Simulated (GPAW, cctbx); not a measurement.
# What do these deviations say about the bonding?

CsTiF3, R3m (no. 160), a = 6.0870 Å, b = 6.0870 Å, c = 7.4844 Å, α = 90.00°, β = 90.00°, γ = 120.00°.

```csv
atom,mult.,x,y,z
Cs1,3,1/3,2/3,0.6797
Ti1,3,1/3,2/3,0.1809
F1,9,0.0002,0.5001,0.0145
```

The start was made by putting kin elements into a known structure type; the compound need not exist, or be stable, in this form.

Absolute values of the static structure factors of the conventional cell from DFT (PBE, GPAW) against free spherical atoms, in electrons:

| hkl | d (Å) | free atoms | crystal |
| --- | --- | --- | --- |
| 101 | 4.310 | 68.14 | 67.27 |
| 1 0 -2 | 3.051 | 168.66 | 168.25 |
| 110 | 3.043 | 168.55 | 168.13 |
| 003 | 2.495 | 143.61 | 145.32 |
| 2 0 -1 | 2.486 | 143.44 | 145.14 |
| 202 | 2.155 | 225.66 | 227.21 |
| 113 | 1.929 | 60.81 | 60.28 |
| 211 | 1.925 | 60.76 | 60.24 |
| 104 | 1.763 | 141.43 | 141.28 |
| 2 1 -2 | 1.759 | 141.28 | 141.14 |

**Question.** Which way does charge move, and which reflections show it best?

Project each element's phase sum on the total phase. |F| rises if density moves to atoms that scatter in phase and falls if it moves to atoms that scatter against it; the rule is for low angles, since changes of shape take over beyond. Where all elements are in phase the terms compete, and the compactness of the donor's and the acceptor's density matters too.

| hkl | Cs in phase | Ti in phase | F in phase | change (e) | (%) |
| --- | --- | --- | --- | --- | --- |
| 101 | +3.0 | -3.0 | -3.0 | -0.86 | -1.3 |
| 1 0 -2 | +3.0 | +3.0 | -3.0 | -0.41 | -0.2 |
| 110 | +3.0 | +3.0 | -3.0 | -0.42 | -0.3 |
| 003 | +3.0 | -3.0 | +9.0 | +1.71 | +1.2 |
| 2 0 -1 | +3.0 | -3.0 | +9.0 | +1.71 | +1.2 |
| 202 | +3.0 | +3.0 | +9.0 | +1.55 | +0.7 |
| 113 | +3.0 | -3.0 | -3.0 | -0.53 | -0.9 |
| 211 | +3.0 | -3.0 | -3.0 | -0.52 | -0.9 |

Low-angle reflections that set elements apart and change by more than 0.05 e: 101, 1 0 -2, 110, 003, 2 0 -1, 113 and 211. The signs fit a gain of density on F and a loss on Cs and Ti. The best witness is 101, -1.3 %, where F enters with -3.0. The real-space density agrees: Voronoi charges Cs +0.21, Ti +0.10, F -0.10 e. The shortest bond, Ti–F, has Δρ = -0.03 e/Å³ at its midpoint, low for a shared bond; with the charge transfer this is a polar contact. Limits: no Hubbard U on Ti.

[Outputs are excerpts: Python notices, other lines and further rows are left out; steps that failed or that the build refused (PBEsol, TPSS) are not shown.]

[Logs are printed without paths, hosts, clocks, repeated set-up lines and the standing remarks that a program may print on its own settings, such as how far it seeks lower states.]
